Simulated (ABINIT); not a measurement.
# A GW chain in ABINIT: LiHF2 (C2/m), part 2 of 3

How does a plane-wave GW calculation on LiHF2 (C2/m) run from the first input to the gap?

ABINIT 10.8.3; PBEsol and many-body steps on it, plane waves. Known limits of the many-body steps: not at the basis limit; coarse k mesh.

So far. Step 2 (Ground state): The gap is indirect, with the least direct gap 0.13 eV higher.

## 3. Bands along the symmetry lines

Level of this step: DFT, PBEsol, plane waves, norm-conserving pseudopotentials (ABINIT).

Levels along a band path, at the cheap level, show where the edges lie and whether the meshes to come will hold them.

Input file run.abi:

```
acell 3*1.0 Angstrom
rprim 
  2.547496000000 -1.534899000000 -0.000000000000
  2.547496000000 1.534899000000 -0.000000000000
  -2.526944000000 -0.000000000000 4.201520000000
ntypat 3
znucl 3 1 9
natom 4
typat 1 2 3 3
xred 
  0.000000000000 0.000000000000 0.000000000000
  0.000000000000 0.000000000000 0.500000000000
  0.209803000000 0.209803000000 0.750702000000
  0.790197000000 0.790197000000 0.249298000000
pp_dirpath "pseudos"
pseudos "Li.upf, H.upf, F.upf"
ecut 36
iscf -2
irdden 1
kptopt 0
nkpt 76
kpt 
  0.00000000 0.00000000 0.00000000
  -0.04669799 0.04669799 0.00000000
  -0.09339598 0.09339598 0.00000000
  -0.14009397 0.14009397 0.00000000
  -0.18679196 0.18679196 0.00000000
  -0.23348995 0.23348995 0.00000000
  -0.28018794 0.28018794 0.00000000
  -0.32688593 0.32688593 0.00000000
  -0.37358392 0.37358392 -0.00000000
  -0.62641608 -0.37358392 0.00000000
  -0.61061407 -0.38938593 0.00000000
  -0.59481206 -0.40518794 0.00000000
  -0.57901005 -0.42098995 0.00000000
  -0.56320804 -0.43679196 0.00000000
  -0.54740603 -0.45259397 0.00000000
  -0.53160402 -0.46839598 0.00000000
  -0.51580201 -0.48419799 0.00000000
  -0.50000000 -0.50000000 0.00000000
  -0.43750000 -0.43750000 0.00000000
  -0.37500000 -0.37500000 0.00000000
  -0.31250000 -0.31250000 0.00000000
  -0.25000000 -0.25000000 0.00000000
  -0.18750000 -0.18750000 0.00000000
  -0.12500000 -0.12500000 0.00000000
  -0.06250000 -0.06250000 0.00000000
  0.00000000 0.00000000 0.00000000
  -0.06250000 -0.06250000 0.06250000
  -0.12500000 -0.12500000 0.12500000
  -0.18750000 -0.18750000 0.18750000
  -0.25000000 -0.25000000 0.25000000
  -0.31250000 -0.31250000 0.31250000
  -0.37500000 -0.37500000 0.37500000
  -0.43750000 -0.43750000 0.43750000
  -0.50000000 -0.50000000 0.50000000
  -0.52407588 -0.47592412 0.50000000
  -0.54815177 -0.45184823 0.50000000
  -0.57222765 -0.42777235 0.50000000
  -0.59630353 -0.40369647 0.50000000
  -0.62037942 -0.37962058 0.50000000
  -0.64445530 -0.35554470 0.50000000
  -0.66853119 -0.33146881 0.50000000
  -0.69260707 -0.30739293 0.50000000
  -0.30739293 0.30739293 0.50000000
  -0.26896881 0.26896881 0.50000000
  -0.23054470 0.23054470 0.50000000
  -0.19212058 0.19212058 0.50000000
  -0.15369647 0.15369647 0.50000000
  -0.11527235 0.11527235 0.50000000
  -0.07684823 0.07684823 0.50000000
  -0.03842412 0.03842412 0.50000000
  0.00000000 0.00000000 0.50000000
  0.00000000 0.00000000 0.43750000
  0.00000000 0.00000000 0.37500000
  0.00000000 0.00000000 0.31250000
  0.00000000 0.00000000 0.25000000
  0.00000000 0.00000000 0.18750000
  0.00000000 0.00000000 0.12500000
  0.00000000 0.00000000 0.06250000
  0.00000000 0.00000000 0.00000000
  -0.50000000 0.00000000 0.50000000
  -0.43750000 0.00000000 0.43750000
  -0.37500000 0.00000000 0.37500000
  -0.31250000 0.00000000 0.31250000
  -0.25000000 0.00000000 0.25000000
  -0.18750000 0.00000000 0.18750000
  -0.12500000 0.00000000 0.12500000
  -0.06250000 0.00000000 0.06250000
  0.00000000 0.00000000 0.00000000
  -0.06250000 0.00000000 0.00000000
  -0.12500000 0.00000000 0.00000000
  -0.18750000 0.00000000 0.00000000
  -0.25000000 0.00000000 0.00000000
  -0.31250000 0.00000000 0.00000000
  -0.37500000 0.00000000 0.00000000
  -0.43750000 0.00000000 0.00000000
  -0.50000000 0.00000000 -0.00000000
istwfk *1
nband 16
nbdbuf 2
tolwfr 1e-08
nstep 40
prtwf 0
prtvol 0
indata_prefix "in"
outdata_prefix "out"
tmpdata_prefix "tmp"
```

Command:

```
> OMP_NUM_THREADS=1 mpirun -n 4 abinit run.abi > log
```

Numbers of over 12 decimals in the logs are rounded to 6 here.

Log:

```text
.Version 10.8.3 of ABINIT. v10.8.2 released Aug 2026.

 Symmetries : space group C2/m (# 12); Bravais mC (1-face-center monocl.)
[... echo of the input left out ...]
== DATASET  1 ==================================================================
-   mpi_nproc: 4, omp_nthreads: 1 (-1 if OMP is not activated)

--- !DatasetInfo
iteration_state: {dtset: 1, }
dimensions: {natom: 4, nkpt: 76, mband: 16, nsppol: 1, nspinor: 1, nspden: 1, mpw: 2327, }
cutoff_energies: {ecut:  36.0, pawecutdg:  -1.0, }
electrons: {nelect:   1.80000000E+01, charge:   0.00000000E+00, occopt:   1.00000000E+00, tsmear:   1.00000000E-02, }

 Real(R)+Recip(G) space primitive vectors, cartesian coordinates (Bohr,Bohr^-1):
 R(1)=  4.8140697 -2.9005387  0.0000000  G(1)=  0.1038622 -0.1723818  0.0624664
 R(2)=  4.8140697  2.9005387  0.0000000  G(2)=  0.1038622  0.1723818  0.0624664
 R(3)= -4.7752321  0.0000000  7.9397221  G(3)=  0.0000000  0.0000000  0.1259490
 Unit cell volume ucvol=  2.2173096E+02 bohr^3
 Angles (23,13,12)=  1.16197186E+02  1.16197186E+02  6.21390048E+01 degrees

 getcut: wavevector=  0.0000  0.0000  0.0000  ngfft=  32  32  54
         ecut(hartree)=     36.000   => boxcut(ratio)=   2.10945

--- Pseudopotential description ------------------------------------------------
- Li Generated using ONCVPSP code by D. R. Hamann
-  3.00000   3.00000  180301                  znucl, zion, pspdat
12 -116133 1 -1 1944                          pspcod,pspxc,lmax,lloc,mmax
     nproj     2     2     0
  pspatm : epsatm=    2.60875052
         --- l  ekb(1:nproj) -->
             0   -4.855856   -1.482423
             1   -2.171544   -0.427615
 pspatm: atomic psp has been read  and splines computed

- H Generated using ONCVPSP code by D. R. Hamann
-  1.00000   1.00000  180301                  znucl, zion, pspdat
12 -116133 1 -1 1180                          pspcod,pspxc,lmax,lloc,mmax
     nproj     2     1     0
  pspatm : epsatm=    0.35585368
         --- l  ekb(1:nproj) -->
             0   -1.674911   -0.523609
             1   -0.494138
 pspatm: atomic psp has been read  and splines computed

- F Generated using ONCVPSP code by D. R. Hamann
-  9.00000   7.00000  180301                  znucl, zion, pspdat
12 -116133 2 -1 832                           pspcod,pspxc,lmax,lloc,mmax
     nproj     2     2     1
  pspatm : epsatm=    4.89824381
         --- l  ekb(1:nproj) -->
[...]
2   -2.394754
 pspatm: atomic psp has been read  and splines computed

--------------------------------------------------------------------------------

================================================================================
 prteigrs : about to open file out_EIG
 Non-SCF case, kpt    1 (  0.00000  0.00000  0.00000), residuals and eigenvalues=
  1.38E-09  8.53E-10  1.34E-09  4.16E-09  5.17E-09  2.14E-09  3.42E-09  3.66E-09
[...]
Non-SCF case, kpt    3 ( -0.09340  0.09340  0.00000), residuals and eigenvalues=
[...]
5.8132E-01  5.9504E-01  6.2356E-01  6.5631E-01
[...]
Non-SCF case, kpt   75 ( -0.43750  0.00000  0.00000), residuals and eigenvalues=
[...]
Non-SCF case, kpt   76 ( -0.50000  0.00000 -0.00000), residuals and eigenvalues=
[...]
-1.5606E+00 -8.4315E-01 -8.0705E-01 -2.5898E-01 -1.8092E-01 -1.4901E-01
 -1.3687E-01 -1.2937E-01 -1.0082E-01  3.9810E-01  4.2974E-01  4.4976E-01
[...]
--- !ResultsGS
iteration_state: {dtset: 1, }
comment   : Summary of ground state results
lattice_vectors:
- [  4.8140697,  -2.9005387,  -0.0000000, ]
- [  4.8140697,   2.9005387,  -0.0000000, ]
- [ -4.7752321,  -0.0000000,   7.9397221, ]
lattice_lengths: [   5.62036,    5.62036,    9.26510, ]
lattice_angles: [116.197, 116.197,  62.139, ] # degrees, (23, 13, 12)
lattice_volume:   2.2173096E+02
convergence: {deltae:  0.000E+00, res2:  0.000E+00, residm:  9.988E-09, diffor:  0.000E+00, }
etotal    :  -5.70206115E+01
entropy   :   0.00000000E+00
fermie    :  -9.54477673E-02
cartesian_stress_tensor: null
pressure_GPa: null
xred      :
- [  0.0000E+00,   0.0000E+00,   0.0000E+00, Li]
- [ -1.8873E-18,  -1.8873E-18,   5.0000E-01,  H]
- [  2.0980E-01,   2.0980E-01,   7.5070E-01,  F]
- [  7.9020E-01,   7.9020E-01,   2.4930E-01,  F]
cartesian_forces: null
force_length_stats: {min: null, max: null, mean: null, }

 Integrated electronic density in atomic spheres:
 ------------------------------------------------
 Atom  Sphere_radius  Integrated_density
[...]
================================================================================

 ----iterations are completed or convergence reached----

 Mean square residual over all n,k,spin=   40.859E-10; max=  99.880E-10
 reduced coordinates (array xred) for    4 atoms
[...]
0.209803000000      0.209803000000      0.750702000000
       0.790197000000      0.790197000000      0.249298000000

 cartesian coordinates (angstrom) at end:
[...]
3     -0.828037    -0.000000     3.154089
    4      3.396085     0.000000     1.047431
 length scales=  1.889726125908  1.889726125908  1.889726125908 bohr
              =  1.000000000000  1.000000000000  1.000000000000 angstroms
 prteigrs : about to open file out_EIG
 Eigenvalues (hartree) for nkpt=  76  k points:
 kpt#   1, nband= 16, wtk=  1.00000, kpt=  0.0000  0.0000  0.0000 (reduced coord)
[...]
kpt#   2, nband= 16, wtk=  1.00000, kpt= -0.0467  0.0467  0.0000 (reduced coord)
[...]
kpt#   3, nband= 16, wtk=  1.00000, kpt= -0.0934  0.0934  0.0000 (reduced coord)
[...]
kpt#  75, nband= 16, wtk=  1.00000, kpt= -0.4375  0.0000  0.0000 (reduced coord)
[...]
kpt#  76, nband= 16, wtk=  1.00000, kpt= -0.5000  0.0000  0.0000 (reduced coord)
  -1.56058   -0.84315   -0.80705   -0.25898   -0.18092   -0.14901   -0.13687   -0.12937
  -0.10082    0.39810    0.42974    0.44976    0.53047    0.56556    0.58549    0.62687

== END DATASET(S) ==============================================================
================================================================================

 -outvars: echo values of variables after computation  --------
            nband          16
             nkpt          76
          spgroup          12
 [... the other variables as echoed above ...]

 Calculation completed.
```

The job ended after 15 s (4 MPI ranks of Intel Xeon Platinum 8259CL at 2.50GHz (Skylake/Cascade Lake), shared host; peak memory 0.32 GiB; 59 s of CPU time).

This step gave:

```yaml
gap: 8.408 eV
k_of_the_valence_top: 0, 0, 0.5
k_of_the_conduction_bottom: 0, 0, 0
least_direct_gap: 8.531 eV
```

The gap is 8.408 eV, +0.003 eV from the run before at this level.

Electronic bands along the path, in eV, zero at the top of the highest filled band:

```csv
point,band 6,band 7,band 8,band 9,band 10,band 11,band 12,band 13
Γ,-0.32,-0.24,-0.21,-0.12,8.41,12.75,17.61,18.99
halfway,-1.14,-0.76,-0.46,-0.20,10.69,14.99,16.33,17.39
C,-1.59,-0.86,-0.59,-0.32,14.07,14.12,14.84,15.37
jump to C2,-1.59,-0.86,-0.59,-0.32,14.07,14.12,14.84,15.37
halfway,-1.35,-0.74,-0.62,-0.17,13.31,14.19,15.23,15.27
Y2,-1.24,-0.72,-0.63,-0.07,12.99,14.07,15.20,15.65
halfway,-1.49,-0.77,-0.19,-0.17,10.37,14.03,16.84,17.65
Γ,-0.32,-0.24,-0.21,-0.12,8.41,12.75,17.61,18.99
halfway,-0.87,-0.51,-0.44,-0.38,10.04,14.50,16.66,18.16
M2,-1.54,-0.72,-0.71,-0.66,12.15,14.70,16.29,17.42
halfway,-1.55,-1.23,-0.86,-0.43,12.88,14.85,15.92,16.79
D,-1.72,-1.62,-0.70,-0.36,14.27,14.40,14.71,16.13
jump to D2,-1.72,-1.62,-0.70,-0.36,14.27,14.40,14.71,16.13
halfway,-1.51,-0.93,-0.23,-0.14,11.27,13.29,16.80,17.31
A,-0.53,-0.42,-0.11,0.00,9.59,12.28,17.04,19.19
halfway,-0.46,-0.37,-0.15,-0.07,8.99,12.48,17.47,19.08
Γ,-0.32,-0.24,-0.21,-0.12,8.41,12.75,17.61,18.99
jump to L2,-0.98,-0.61,-0.39,-0.32,11.58,14.21,15.98,17.32
halfway,-0.67,-0.56,-0.28,-0.20,9.94,14.25,16.49,17.88
Γ,-0.32,-0.24,-0.21,-0.12,8.41,12.75,17.61,18.99
halfway,-0.92,-0.72,-0.56,-0.11,10.20,14.05,16.92,18.17
V2,-1.45,-1.12,-0.92,-0.14,13.43,14.29,14.84,17.04
```

The electronic bands as a text plot (rows in eV, shown from -8.0 to 14.4 only; labels by their first letter):

```
   13.9 |   +    ++++   ++     +      +++++        +  ++    ++
   13.0 |+++    + +++     +++++      +   + +++   ++     ++++    +
   12.1 |      +     ++           +++     +   +++              +
   11.1 |    ++        +        ++         +       ++         +
   10.2 |   +           +                   ++       ++      +
    9.3 |  +             ++   ++              +++      ++  ++
    8.3 |++                +++                   ++      ++
    7.4 |
    6.5 |
    5.5 |
    4.6 |
    3.7 |
    2.7 |
    1.8 |
    0.9 |
   -0.1 |************************    ****************************
   -1.0 |  ****************   ***************** ** ******  ******
   -1.9 |    *****    ***       ****************   ****       ***
   -2.9 |         ****
   -3.8 |
   -4.7 |     *************     ******************          *****
   -5.7 |*****             *****                  **********
   -6.6 |
   -7.5 |
         Γ      C|C Y       Γ      M  D|D     A   Γ|L     Γ     V
```

## 4. Empty states on the mesh, 4×4×2 mesh, 34 bands

The sums over transitions need many empty states on a uniform mesh; this step solves for them.

Input file run.abi:

```
acell 3*1.0 Angstrom
rprim 
  2.547496000000 -1.534899000000 -0.000000000000
  2.547496000000 1.534899000000 -0.000000000000
  -2.526944000000 -0.000000000000 4.201520000000
ntypat 3
znucl 3 1 9
natom 4
typat 1 2 3 3
xred 
  0.000000000000 0.000000000000 0.000000000000
  0.000000000000 0.000000000000 0.500000000000
  0.209803000000 0.209803000000 0.750702000000
  0.790197000000 0.790197000000 0.249298000000
pp_dirpath "pseudos"
pseudos "Li.upf, H.upf, F.upf"
ecut 36
ngkpt 4 4 2
nshiftk 1
shiftk 0 0 0
kptopt 1
chksymbreak 0
iscf -2
irdden 1
istwfk *1
nband 34
nbdbuf 4
tolwfr 1e-09
nstep 60
prtvol 0
indata_prefix "in"
outdata_prefix "out"
tmpdata_prefix "tmp"
```

Log:

```text
.Version 10.8.3 of ABINIT. v10.8.2 released Aug 2026.

 Symmetries : space group C2/m (# 12); Bravais mC (1-face-center monocl.)
[... echo of the input left out ...]
== DATASET  1 ==================================================================
-   mpi_nproc: 4, omp_nthreads: 1 (-1 if OMP is not activated)

--- !DatasetInfo
iteration_state: {dtset: 1, }
dimensions: {natom: 4, nkpt: 14, mband: 34, nsppol: 1, nspinor: 1, nspden: 1, mpw: 2327, }
cutoff_energies: {ecut:  36.0, pawecutdg:  -1.0, }
electrons: {nelect:   1.80000000E+01, charge:   0.00000000E+00, occopt:   1.00000000E+00, tsmear:   1.00000000E-02, }

 Real(R)+Recip(G) space primitive vectors, cartesian coordinates (Bohr,Bohr^-1):
 R(1)=  4.8140697 -2.9005387  0.0000000  G(1)=  0.1038622 -0.1723818  0.0624664
 R(2)=  4.8140697  2.9005387  0.0000000  G(2)=  0.1038622  0.1723818  0.0624664
 R(3)= -4.7752321  0.0000000  7.9397221  G(3)=  0.0000000  0.0000000  0.1259490
 Unit cell volume ucvol=  2.2173096E+02 bohr^3
 Angles (23,13,12)=  1.16197186E+02  1.16197186E+02  6.21390048E+01 degrees

 getcut: wavevector=  0.0000  0.0000  0.0000  ngfft=  32  32  54
         ecut(hartree)=     36.000   => boxcut(ratio)=   2.10945

--- Pseudopotential description ------------------------------------------------
- Li Generated using ONCVPSP code by D. R. Hamann
-  3.00000   3.00000  180301                  znucl, zion, pspdat
12 -116133 1 -1 1944                          pspcod,pspxc,lmax,lloc,mmax
     nproj     2     2     0
  pspatm : epsatm=    2.60875052
         --- l  ekb(1:nproj) -->
             0   -4.855856   -1.482423
             1   -2.171544   -0.427615
 pspatm: atomic psp has been read  and splines computed

- H Generated using ONCVPSP code by D. R. Hamann
-  1.00000   1.00000  180301                  znucl, zion, pspdat
12 -116133 1 -1 1180                          pspcod,pspxc,lmax,lloc,mmax
     nproj     2     1     0
  pspatm : epsatm=    0.35585368
         --- l  ekb(1:nproj) -->
             0   -1.674911   -0.523609
             1   -0.494138
 pspatm: atomic psp has been read  and splines computed

- F Generated using ONCVPSP code by D. R. Hamann
-  9.00000   7.00000  180301                  znucl, zion, pspdat
12 -116133 2 -1 832                           pspcod,pspxc,lmax,lloc,mmax
     nproj     2     2     1
  pspatm : epsatm=    4.89824381
         --- l  ekb(1:nproj) -->
[...]
2   -2.394754
 pspatm: atomic psp has been read  and splines computed

--------------------------------------------------------------------------------

================================================================================
 prteigrs : about to open file out_EIG
 Non-SCF case, kpt    1 (  0.00000  0.00000  0.00000), residuals and eigenvalues=
  5.69E-10  7.79E-11  9.31E-11  5.78E-11  4.49E-10  3.46E-10  4.37E-10  2.15E-10
  5.22E-11  6.03E-11  9.10E-11  3.58E-10  1.43E-10  2.31E-10  7.26E-11  5.60E-10
  1.30E-10  2.11E-10  7.42E-11  2.05E-10  7.76E-11  7.18E-10  6.25E-11  3.65E-10
[...]
5.27E-08  4.50E-05
 -1.5615E+00 -8.5973E-01 -8.0305E-01 -2.9430E-01 -1.0859E-01 -1.0728E-01
 -1.0442E-01 -1.0324E-01 -1.0010E-01  2.1342E-01  3.7287E-01  5.5164E-01
  6.0248E-01  6.0363E-01  6.3679E-01  7.4706E-01  8.3642E-01  8.5245E-01
  9.2495E-01  9.4834E-01  9.4847E-01  9.9702E-01  1.0483E+00  1.0962E+00
  1.1653E+00  1.1941E+00  1.2479E+00  1.2785E+00  1.4240E+00  1.4278E+00
  1.5515E+00  1.5536E+00  1.6230E+00  1.7082E+00
 prteigrs : prtvol=0 or 1, do not print more k-points.

--- !ResultsGS
iteration_state: {dtset: 1, }
comment   : Summary of ground state results
lattice_vectors:
- [  4.8140697,  -2.9005387,  -0.0000000, ]
- [  4.8140697,   2.9005387,  -0.0000000, ]
- [ -4.7752321,  -0.0000000,   7.9397221, ]
lattice_lengths: [   5.62036,    5.62036,    9.26510, ]
lattice_angles: [116.197, 116.197,  62.139, ] # degrees, (23, 13, 12)
lattice_volume:   2.2173096E+02
convergence: {deltae:  0.000E+00, res2:  0.000E+00, residm:  9.932E-10, diffor:  0.000E+00, }
etotal    :  -5.70206115E+01
entropy   :   0.00000000E+00
fermie    :  -9.54477673E-02
cartesian_stress_tensor: null
pressure_GPa: null
xred      :
- [  0.0000E+00,   0.0000E+00,   0.0000E+00, Li]
- [ -1.8873E-18,  -1.8873E-18,   5.0000E-01,  H]
- [  2.0980E-01,   2.0980E-01,   7.5070E-01,  F]
- [  7.9020E-01,   7.9020E-01,   2.4930E-01,  F]
cartesian_forces: null
force_length_stats: {min: null, max: null, mean: null, }

 Integrated electronic density in atomic spheres:
 ------------------------------------------------
 Atom  Sphere_radius  Integrated_density
[...]
================================================================================

 ----iterations are completed or convergence reached----

 Mean square residual over all n,k,spin=   35.863E-11; max=  99.320E-11
 reduced coordinates (array xred) for    4 atoms
[...]
0.209803000000      0.209803000000      0.750702000000
       0.790197000000      0.790197000000      0.249298000000

 cartesian coordinates (angstrom) at end:
    1      0.000000     0.000000     0.000000
    2     -1.263472    -0.000000     2.100760
    3     -0.828037    -0.000000     3.154089
    4      3.396085     0.000000     1.047431
 length scales=  1.889726125908  1.889726125908  1.889726125908 bohr
              =  1.000000000000  1.000000000000  1.000000000000 angstroms
 prteigrs : about to open file out_EIG
 Eigenvalues (hartree) for nkpt=  14  k points:
 kpt#   1, nband= 34, wtk=  0.03125, kpt=  0.0000  0.0000  0.0000 (reduced coord)
[...]
0.83642    0.85245    0.92495    0.94834    0.94847    0.99702    1.04828    1.09624
   1.16534    1.19406    1.24794    1.27851    1.42398    1.42780    1.55149    1.55361
   1.62304    1.70821
 prteigrs : prtvol=0 or 1, do not print more k-points.

== END DATASET(S) ==============================================================
================================================================================

 -outvars: echo values of variables after computation  --------
            nband          34
             nkpt          14
          spgroup          12
 [... the other variables as echoed above ...]

 Calculation completed.
```

The job ended after 9 s (4 MPI ranks; peak memory 0.3 GiB; 35 s of CPU time).

Numbers from this step:

| Property | Result |
| --- | --- |
| gap | 8.408 eV |
| k of the valence top | 0, 0, 0.5 |
| k of the conduction bottom | 0, 0, 0 |
| least direct gap | 8.531 eV |
| k points computed | 14 |
| lowest point of the top converged band, above the valence top | 41.45 eV |

On this mesh the gap is 8.408 eV.

(Part 2 of 3 ends here.)

[Paths, hosts, dates, memory and timing lines, banners, echoed tables and standing remarks are left out of the program output.]

[Logs are printed without paths, hosts, clocks, repeated set-up lines and the standing remarks that a program may print on its own settings, such as how far it seeks lower states.]

[Runs of the session that timed out or met a known fault of the program may be left out.]

[Hosts, paths, dates, database ids (printed as entryN), source tags and the programs' standing remarks are cut or masked in the printed files.]

[G0W0 gaps are taken among the corrected bands and points alone; a level outside them can change the order at an edge.]

[Where Ansatz stands beside ABINIT at settings called matched, ABINIT's density can come from a denser mesh and the files from another edition; pairs whose starting gaps differed by over 0.03 eV were left out, so agreement reads better than it is.]
